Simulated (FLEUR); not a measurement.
**5 ML Ni on Cu(001), 3 substrate layers: anisotropy by force theorems**

Wanted: anisotropy for 5 ML Ni on Cu(001), 3 substrate layers, with the cost of each step.

Method: PBE; all-electron FLAPW film, Dirac cores, scalar-relativistic bands, in FLEUR MaX-R8.1.

## 1. The structure

The cell holds 8 atoms: 3 Cu and 5 Ni. Its edges and angles: a = 2.556 Å, b = 2.556 Å, c = 26.226 Å, α = 90.0°, β = 90.0°, γ = 90.0°. Pseudomorphic film, hard-sphere layer spacings, unrelaxed. Vacuum lies along c.

As a file:

```xyz
8
Lattice="2.5562 0.0000 0.0000 0.0000 2.5562 0.0000 0.0000 0.0000 26.2258" Properties=species:S:1:pos:R:3
Cu    0.0000    0.0000    7.0000
Cu    1.2781    1.2781    8.8075
Cu    0.0000    0.0000   10.6150
Ni    1.2781    1.2781   12.3754
Ni    0.0000    0.0000   14.0880
Ni    1.2781    1.2781   15.8006
Ni    0.0000    0.0000   17.5132
Ni    1.2781    1.2781   19.2258
```

It is built of layers of Cu (space group 225) and Ni (space group 225).

## 2. Self-consistent state

The force theorems are single passes in this state's potential, so it has to be converged first.

No symmetry is used, so that later steps may turn the spins freely; k and −k are joined. FLEUR takes the sheet as a true film: the images along c are dropped, heights are typed in bohr, and the vacuum on both sides is semi-infinite. inpgen writes inp.xml from crystal.txt; cutoffs, mixing, functional, smearing and local orbitals are then set in the file. The k list scf (kpts.xml, not shown) is a Γ-centred 10×10×1 mesh; where the ranks do not divide the number of points, some are split in two of half the weight.

inp.xml

```
<?xml version="1.0" encoding="UTF-8" standalone="no"?>
<fleurInput fleurInputVersion="0.39">
   <comment>
      Cu3Ni5
   </comment>
   <calculationSetup>
      <cutoffs Kmax="3.66" Gmax="11.0" GmaxXC="11.0" numbands="0"/>
      <scfLoop itmax="150" minDistance="0.00002" maxIterBroyd="15" imix="Anderson" alpha="0.03" precondParam="0.0" spinf="2.0" sdNocoIR="T"/>
      <coreElectrons ctail="F" frcor="F" kcrel="0" coretail_lmax="0"/>
      <xcFunctional name="pbe" relativisticCorrections="F"/>
      <magnetism jspins="2" l_noco="F" l_ss="F">
         <qss>0.0 0.0 0.0</qss>
         <mtNocoParams l_mperp="F" l_mtNocoPot="F" l_relaxSQA="F" mag_mixing_scheme="0" mix_RelaxWeightOffD="1.0" l_constrained="F" mix_constr="1.0"/>
         <sourceFreeMag l_sourceFree="F" l_scaleMag="F" mag_scale="1.0"/>
      </magnetism>
      <soc l_soc="F" theta="0.0" phi="0.0" spav="F"/>
      <expertModes spex="0" secvar="F"/>
      <geometryOptimization l_f="F" forcealpha="1.0" forcemix="BFGS" epsdisp="0.00001" epsforce="0.00001"/>
      <ldaU l_linMix="F" mixParam="0.05" spinf="1.0"/>
   </calculationSetup>
   <cell>
      <bzIntegration valenceElectrons="123.0" mode="hist" fermiSmearingEnergy="0.00183747">
         <kPointListSelection listName="scf"/>
         <xi:include xmlns:xi="http://www.w3.org/2001/XInclude" href="kpts.xml"> </xi:include>
      </bzIntegration>
      <xi:include xmlns:xi="http://www.w3.org/2001/XInclude" href="sym.xml"> </xi:include>
      <filmLattice scale="1.0" dVac="28.48" dTilda="30.98">
         <bravaisMatrixFilm>
            <row-1>    4.8305179197025199     0.0000000000000000</row-1>
            <row-2>    0.0000000000000000     4.8305179197025199</row-2>
         </bravaisMatrixFilm>
         <vacuumEnergyParameters vacuum="1" spinUp="-.25" spinDown="-.25"/>
         <vacuumEnergyParameters vacuum="2" spinUp="-.25" spinDown="-.25"/>
      </filmLattice>
   </cell>
   <atomSpecies>
      <species name="Copper (Cu)" element="Cu" atomicNumber="29">
         <mtSphere radius="2.29" gridPoints="757" logIncrement="0.016"/>
         <atomicCutoffs lmax="8" lnonsphr="6"/>
         <electronConfig flipSpins="F">
            <coreConfig>(1s1/2) (2s1/2) (2p1/2) (2p3/2) (3s1/2) (3p1/2) (3p3/2)</coreConfig>
            <valenceConfig>(4s1/2) (3d3/2) (3d5/2)</valenceConfig>
            <stateOccupation state="(4s1/2)" spinUp="0.500000" spinDown="0.500000"/>
         </electronConfig>
         <energyParameters s="4" p="4" d="3" f="4"/>
      </species>
      <species name="Nickel (Ni1.001" element="Ni" atomicNumber="28">
         <mtSphere radius="2.24" gridPoints="741" logIncrement="0.016"/>
         <atomicCutoffs lmax="8" lnonsphr="6"/>
         <electronConfig flipSpins="F">
            <coreConfig>(1s1/2) (2s1/2) (2p1/2) (2p3/2)</coreConfig>
            <valenceConfig>(3s1/2) (3p1/2) (3p3/2) (4s1/2) (3d3/2) (3d5/2)</valenceConfig>
            <stateOccupation state="(3d3/2)" spinUp="1.6" spinDown="1.6"/>
            <stateOccupation state="(3d5/2)" spinUp="2.9005" spinDown="1.8995"/>
         </electronConfig>
         <energyParameters s="4" p="4" d="3" f="4"/>
         <lo type="SCLO" l="0" n="3" eDeriv="0"/>
         <lo type="SCLO" l="1" n="3" eDeriv="0"/>
      </species>
   </atomSpecies>
   <atomGroups>
      <atomGroup species="Copper (Cu)">
         <filmPos label="                   1">.0000000000 .0000000000 -11.5516980881</filmPos>
         <force calculate="T" relaxXYZ="TTT"/>
         <nocoParams  alpha="0.0" beta="0.0"/>
      </atomGroup>
      <atomGroup species="Copper (Cu)">
         <filmPos label="                   2">1.000/2.000 1.000/2.000 -8.1360505735</filmPos>
         <force calculate="T" relaxXYZ="TTT"/>
         <nocoParams  alpha="0.0" beta="0.0"/>
      </atomGroup>
      <atomGroup species="Copper (Cu)">
         <filmPos label="                   3">.0000000000 .0000000000 -4.7203534993</filmPos>
         <force calculate="T" relaxXYZ="TTT"/>
         <nocoParams  alpha="0.0" beta="0.0"/>
      </atomGroup>
      <atomGroup species="Nickel (Ni1.001">
         <filmPos label="                   4">1.000/2.000 1.000/2.000 -1.3937150233</filmPos>
         <force calculate="T" relaxXYZ="TTT"/>
         <nocoParams  alpha="0.0" beta="0.0"/>
      </atomGroup>
      <atomGroup species="Nickel (Ni1.001">
         <filmPos label="                   5">.0000000000 .0000000000 1.8426258647</filmPos>
         <force calculate="T" relaxXYZ="TTT"/>
         <nocoParams  alpha="0.0" beta="0.0"/>
      </atomGroup>
      <atomGroup species="Nickel (Ni1.001">
         <filmPos label="                   6">1.000/2.000 1.000/2.000 5.0790163122</filmPos>
         <force calculate="T" relaxXYZ="TTT"/>
         <nocoParams  alpha="0.0" beta="0.0"/>
      </atomGroup>
      <atomGroup species="Nickel (Ni1.001">
         <filmPos label="                   7">.0000000000 .0000000000 8.3153572002</filmPos>
         <force calculate="T" relaxXYZ="TTT"/>
         <nocoParams  alpha="0.0" beta="0.0"/>
      </atomGroup>
      <atomGroup species="Nickel (Ni1.001">
         <filmPos label="                   8">1.000/2.000 1.000/2.000 11.5516980881</filmPos>
         <force calculate="T" relaxXYZ="TTT"/>
         <nocoParams  alpha="0.0" beta="0.0"/>
      </atomGroup>
   </atomGroups>
   <output dos="F" band="F" slice="F">
      <bandDOS minEnergy="-.5*Htr" maxEnergy="0.5*Htr" sigma="0.015" storeEVData="T"/>
      <plotting iplot="0" polar="F">
         <plot TwoD="T" vec1="  1.0  0.0  0.0" vec2="  0.0  1.0  0.0" vec3="  0.0  0.0  1.0" zero="  0.0  0.0 -0.5" file="plot"/>
      </plotting>
      <moessbauerParams electricFieldGradient="F" isomerShift="F" coreHyperfine="F" valenceHyperfine="F"/>
   </output>
</fleurInput>
```

crystal.txt

```
Cu3Ni5
&input film=T cartesian=F /
2.55620000000  0.00000000000  0.00000000000
0.00000000000  2.55620000000  0.00000000000
0.00000000000  0.00000000000  1.00000000000
1.8897261246
1.0 1.0 1.0

8
29 0.00000000000  0.00000000000  -11.55169808813
29 0.50000000000  0.50000000000  -8.13605057354
29 0.00000000000  0.00000000000  -4.72035349935
28 0.50000000000  0.50000000000  -1.39371502329 : 1.001
28 0.00000000000  0.00000000000  1.84262586466 : 1.001
28 0.50000000000  0.50000000000  5.07901631222 : 1.001
28 0.00000000000  0.00000000000  8.31535720017 : 1.001
28 0.50000000000  0.50000000000  11.55169808813 : 1.001

&kpt div1=10 div2=10 div3=1 gamma=T /
```

Launch:

```
$ OMP_NUM_THREADS=1 inpgen -f crystal.txt -nosym -noco > inpgen.log  # inp.xml is then edited as shown
$ OMP_NUM_THREADS=1 mpirun -n 8 fleur_MPI > fleur.log
```

The program printed:

```text
Welcome to FLEUR        (www.flapw.de)
      MaX-Release 8.1          (www.max-centre.eu)

 ========== k-point set info ==========
 Selected k-point list: scf
 k-point list type: mesh
 0 x 0 x 0
 Number of k points: 56

 ------------Calculation Setup---------------------------
 Number of MPI-tasks      :            8
 Number of PE/node        :            8
 Number of OMP-threads    :            1
 k-points in parallel     :            8
 pe's per k-point         :            1
 No of k-point loops      :            7
 Eigenvalue solver        :       lapack
 Number of basis functions:          666
 Approximate size of matrices (H+S) per k-point:         0.013 GB
 --------------------------------------------------------
 Iteration:     1   Distance:     129.37494454 me/bohr^3
 Iteration:     2   Distance:     248.25949778 me/bohr^3
 Iteration:     3   Distance:     211.04280581 me/bohr^3
 Iteration:     4   Distance:     249.51771337 me/bohr^3
 Iteration:     5   Distance:     257.57240892 me/bohr^3
 Iteration:     6   Distance:     219.50195472 me/bohr^3
 Iteration:     7   Distance:     204.90528245 me/bohr^3
 Iteration:     8   Distance:     241.07686927 me/bohr^3
 Iteration:     9   Distance:     181.79564369 me/bohr^3
 Iteration:    10   Distance:     146.31739413 me/bohr^3
[... 91 iterations left out ...]
 Iteration:   102   Distance:       0.00031869 me/bohr^3
 Iteration:   103   Distance:       0.00020784 me/bohr^3
 Iteration:   104   Distance:       0.00006218 me/bohr^3
 Iteration:   105   Distance:       0.00006045 me/bohr^3
 Iteration:   106   Distance:       0.00005013 me/bohr^3
 Iteration:   107   Distance:       0.00005496 me/bohr^3
 Iteration:   108   Distance:       0.00008204 me/bohr^3
 Iteration:   109   Distance:       0.00004392 me/bohr^3
 Iteration:   110   Distance:       0.00002748 me/bohr^3
 Iteration:   111   Distance:       0.00001404 me/bohr^3

 ********************************************************************
 Run finished successfully
 Stop message:
   all done
 ********************************************************************

--- out.xml (last complete iteration) ---
<iteration numberForCurrentRun="  111" overallNumber="  111">
         [... left out ...]
         <bandgap value="0.0000000000" units="eV"/>
         <sumValenceSingleParticleEnergies value="-137.0734126960" units="Htr"/>
         <FermiEnergy value="-0.1779221109" units="Htr"/>
         <valenceDensity>
            <mtCharges spin="1">
               <mtCharge atomType="1" total="4.9699041" s="0.2218923" p="0.1280694" d="4.6120855" f="0.0059402"/>
               <mtCharge atomType="2" total="5.0210907" s="0.2230701" p="0.1887758" d="4.5970347" f="0.0093567"/>
               <mtCharge atomType="3" total="5.0336929" s="0.2285454" p="0.1951481" d="4.5965748" f="0.0102672"/>
               <mtCharge atomType="4" total="8.7077891" s="1.1935404" p="3.1613227" d="4.3402103" f="0.0098214"/>
               <mtCharge atomType="5" total="8.8039345" s="1.2005739" p="3.1686131" d="4.4208309" f="0.0107003"/>
               <mtCharge atomType="6" total="8.8301305" s="1.2000074" p="3.1675103" d="4.4487030" f="0.0106979"/>
               <mtCharge atomType="7" total="8.8233723" s="1.1979178" p="3.1667290" d="4.4448152" f="0.0106729"/>
               <mtCharge atomType="8" total="8.7901525" s="1.1888715" p="3.1075874" d="4.4851728" f="0.0064755"/>
            </mtCharges>
            <mtCharges spin="2">
               <mtCharge atomType="1" total="4.9757084" s="0.2232243" p="0.1293880" d="4.6152195" f="0.0059588"/>
               <mtCharge atomType="2" total="5.0312302" s="0.2247581" p="0.1904569" d="4.6037559" f="0.0094024"/>
               <mtCharge atomType="3" total="5.0430435" s="0.2316033" p="0.2038097" d="4.5940751" f="0.0104401"/>
               <mtCharge atomType="4" total="8.2413711" s="1.1962912" p="3.1731789" d="3.8589455" f="0.0100870"/>
               <mtCharge atomType="5" total="8.1471842" s="1.2030656" p="3.1841340" d="3.7454044" f="0.0113857"/>
               <mtCharge atomType="6" total="8.1216514" s="1.2040972" p="3.1861564" d="3.7169341" f="0.0113127"/>
               <mtCharge atomType="7" total="8.1217420" s="1.2022388" p="3.1851770" d="3.7196413" f="0.0114766"/>
               <mtCharge atomType="8" total="8.0229433" s="1.1906218" p="3.1202532" d="3.7033272" f="0.0067311"/>
            </mtCharges>
            <spinDependentCharge spin="1" total="63.0462391" interstitial="3.9807699" mtSpheres="58.9800668" vacuum1="0.0424782" vacuum2="0.0429243"/>
            <spinDependentCharge spin="2" total="59.9537611" interstitial="4.1574281" mtSpheres="55.7048740" vacuum1="0.0478078" vacuum2="0.0436513"/>
            <totalCharge value="123.0000002218"/>
         </valenceDensity>
         [... left out ...]
         <allElectronCharges>
            <spinDependentCharge spin="1" total="115.0462391" interstitial="3.9879906" mtSpheres="110.9728461" vacuum1="0.0424782" vacuum2="0.0429243"/>
            <spinDependentCharge spin="2" total="111.9537611" interstitial="4.1646542" mtSpheres="107.6976479" vacuum1="0.0478078" vacuum2="0.0436513"/>
            <totalCharge value="227.0000002518"/>
         </allElectronCharges>
         <magneticMomentsInMTSpheres units="muBohr">
            <globalMagMoment atomType="1" vec="0.00000   0.00000  -0.00580"/>
            <localMagMoment atomType="1" vec="0.00000   0.00000  -0.00580"/>
            <globalMagMoment atomType="2" vec="0.00000   0.00000  -0.01014"/>
            <localMagMoment atomType="2" vec="0.00000   0.00000  -0.01014"/>
            <globalMagMoment atomType="3" vec="0.00000   0.00000  -0.00935"/>
            <localMagMoment atomType="3" vec="0.00000   0.00000  -0.00935"/>
            <globalMagMoment atomType="4" vec="0.00000   0.00000   0.46642"/>
            <localMagMoment atomType="4" vec="0.00000   0.00000   0.46642"/>
            <globalMagMoment atomType="5" vec="0.00000   0.00000   0.65675"/>
            <localMagMoment atomType="5" vec="0.00000   0.00000   0.65675"/>
            <globalMagMoment atomType="6" vec="0.00000   0.00000   0.70848"/>
            <localMagMoment atomType="6" vec="0.00000   0.00000   0.70848"/>
            <globalMagMoment atomType="7" vec="0.00000   0.00000   0.70163"/>
            <localMagMoment atomType="7" vec="0.00000   0.00000   0.70163"/>
            <globalMagMoment atomType="8" vec="0.00000   0.00000   0.76721"/>
            <localMagMoment atomType="8" vec="0.00000   0.00000   0.76721"/>
         </magneticMomentsInMTSpheres>
         <moessbauerParams unitsHFF="kG" unitsIS="e/bohr^3" unitsEFG="Htr/bohr^2">
         </moessbauerParams>
         <totalEnergy value="   -12569.2035300626" units="Htr">
            <sumOfEigenvalues value="    -7310.6221246313">
               <coreElectrons value="-7173.5487119353"/>
               <valenceElectrons value="-137.0734126960"/>
            </sumOfEigenvalues>
            <densityCoulombPotentialIntegral value="-19409.9442025686"/>
            <densityEffectivePotentialIntegral value="-20086.5720536740"/>
            <chargeDenXCDenIntegral value="-520.7839008300"/>
            <FockExchangeEnergyValence value="0.0000000000"/>
            <FockExchangeEnergyCore value="0.0000000000"/>
            <atomTypeDependentContributions atomType="1">
               <electronNucleiInteractionDifferentMTs value="1989.1438794298"/>
               <MadelungTerm value="-4.2057720365"/>
            </atomTypeDependentContributions>
            <atomTypeDependentContributions atomType="2">
               <electronNucleiInteractionDifferentMTs value="1989.7679347758"/>
               <MadelungTerm value="-3.3736641977"/>
            </atomTypeDependentContributions>
            <atomTypeDependentContributions atomType="3">
               <electronNucleiInteractionDifferentMTs value="1989.9147885762"/>
               <MadelungTerm value="-3.2904914359"/>
            </atomTypeDependentContributions>
            <atomTypeDependentContributions atomType="4">
               <electronNucleiInteractionDifferentMTs value="1824.0124836005"/>
               <MadelungTerm value="-3.9926420854"/>
            </atomTypeDependentContributions>
            <atomTypeDependentContributions atomType="5">
               <electronNucleiInteractionDifferentMTs value="1823.9503254026"/>
               <MadelungTerm value="-3.9475791516"/>
            </atomTypeDependentContributions>
            <atomTypeDependentContributions atomType="6">
               <electronNucleiInteractionDifferentMTs value="1823.9570554120"/>
               <MadelungTerm value="-3.9165751786"/>
            </atomTypeDependentContributions>
            <atomTypeDependentContributions atomType="7">
               <electronNucleiInteractionDifferentMTs value="1823.9018612920"/>
               <MadelungTerm value="-3.9722479521"/>
            </atomTypeDependentContributions>
            <atomTypeDependentContributions atomType="8">
               <electronNucleiInteractionDifferentMTs value="1823.1215786948"/>
               <MadelungTerm value="-4.9285777695"/>
            </atomTypeDependentContributions>
            <tkbTimesEntropy value="0.0032602658"/>
            <freeEnergy value="-12569.2067903284"/>
            <extrapolationTo0K value="-12569.2051601955"/>
         </totalEnergy>
         <densityConvergence units="me/bohr^3">
            <chargeDensity spin="1" distance="0.0000048669"/>
            <chargeDensity spin="2" distance="0.0000113938"/>
            <overallChargeDensity distance="0.0000140379"/>
            <spinDensity distance="0.0000104857"/>
         </densityConvergence>
      </iteration>
```

Elapsed: 16 min, on 8 MPI ranks of Arm Neoverse V2, shared host; peak memory 2 GiB; 2.2 h of CPU time.

Spin moment in the muffin-tin sphere by atom:

```tsv
atom	spin moment in the muffin-tin sphere (μB)
Cu1	-0.006
Cu2	-0.010
Cu3	-0.009
Ni4	0.466
Ni5	0.657
Ni6	0.709
Ni7	0.702
Ni8	0.767
```

Read from the output:

```
free energy                                                       : -342025.5408 eV
program's band gap on this mesh (in a metal only a level spacing) : 0 eV
magnetization                                                     : 3.092 μB
final state                                                       : ferromagnetic
```

After 111 cycles the largest moment stands at 0.767 μB.

## 3. Energy against the direction of the moments, rung 1

Anisotropy is a small difference, so it is taken from sums over occupied states at a frozen potential, where most errors cancel.

One pass with spin–orbit coupling for each direction, from the saved density. The k list mae (kpts.xml, not shown) is a Γ-centred 16×16×1 mesh.

inp.xml, as its differences from that of step 2:

```diff
@@ -6,4 +6,4 @@
    <calculationSetup>
-      <cutoffs Kmax="3.66" Gmax="11.0" GmaxXC="11.0" numbands="0"/>
-      <scfLoop itmax="150" minDistance="0.00002" maxIterBroyd="15" imix="Anderson" alpha="0.03" precondParam="0.0" spinf="2.0" sdNocoIR="T"/>
+      <cutoffs Kmax="3.66" Gmax="11.0" GmaxXC="11.0" numbands="251"/>
+      <scfLoop itmax="1" minDistance="0.00002" maxIterBroyd="15" imix="Anderson" alpha="0.03" precondParam="0.0" spinf="2.0" sdNocoIR="T"/>
       <coreElectrons ctail="F" frcor="F" kcrel="0" coretail_lmax="0"/>
@@ -15,3 +15,3 @@
       </magnetism>
-      <soc l_soc="F" theta="0.0" phi="0.0" spav="F"/>
+      <soc l_soc="T" theta="0.0" phi="0.0" spav="F"/>
       <expertModes spex="0" secvar="F"/>
@@ -22,3 +22,3 @@
       <bzIntegration valenceElectrons="123.0" mode="hist" fermiSmearingEnergy="0.00183747">
-         <kPointListSelection listName="scf"/>
+         <kPointListSelection listName="mae"/>
          <xi:include xmlns:xi="http://www.w3.org/2001/XInclude" href="kpts.xml"> </xi:include>
@@ -109,2 +109,5 @@
    </output>
+   <forceTheorem>
+      <MAE theta="0.0 1.5707963 1.5707963" phi="0.0 0.0 1.5707963"/>
+   </forceTheorem>
 </fleurInput>
```

Launch:

```
$ OMP_NUM_THREADS=1 mpirun -n 8 fleur_MPI -warn_only > fleur.log
```

The program printed:

```text
[banner, memory and clock lines left out]
Welcome to FLEUR        (www.flapw.de)
      MaX-Release 8.1          (www.max-centre.eu)

 ========== k-point set info ==========
 Selected k-point list: mae
 k-point list type: mesh
 0 x 0 x 0
 Number of k points: 256

 [... set-up left out ...]
 ********************************************************************
 Run finished successfully
 Stop message:
   Forcetheorem MAE
 ********************************************************************

--- out.xml (force theorem) ---
<Forcetheorem_MAE Angles="3" units="Htr">
            <Angle theta="0.0000000" phi="0.0000000" ev-sum="-137.078551350"/>
            <Angle theta="1.5707963" phi="0.0000000" ev-sum="-137.078579465"/>
            <Angle theta="1.5707963" phi="1.5707963" ev-sum="-137.078579465"/>
         </Forcetheorem_MAE>
```

It took 4.4 min on 8 MPI ranks; peak memory 4.1 GiB.

Anisotropy energies, by row:

```tsv
axis	x	y	z	band energy less the first axis' (meV a cell)
z	0	0	1	0
x	1	0	0	-0.765
y	0	1	0	-0.765
```

Shape anisotropy is not in these numbers.

(Part 1 of 2 ends here.)

[Logs and program files are shortened in this print: banners, set-up blocks, solver, clock and traceback lines can be left out without a mark of their own.]

[Logs are printed without paths, hosts, clocks, repeated set-up lines and the standing remarks that a program may print on its own settings, such as how far it seeks lower states.]

[Hosts, paths, dates, database ids (printed as entryN), source tags and the programs' standing remarks are cut or masked in the printed files.]

[Where a cell is said to come from a database of computed structures, the database is the Materials Project.]
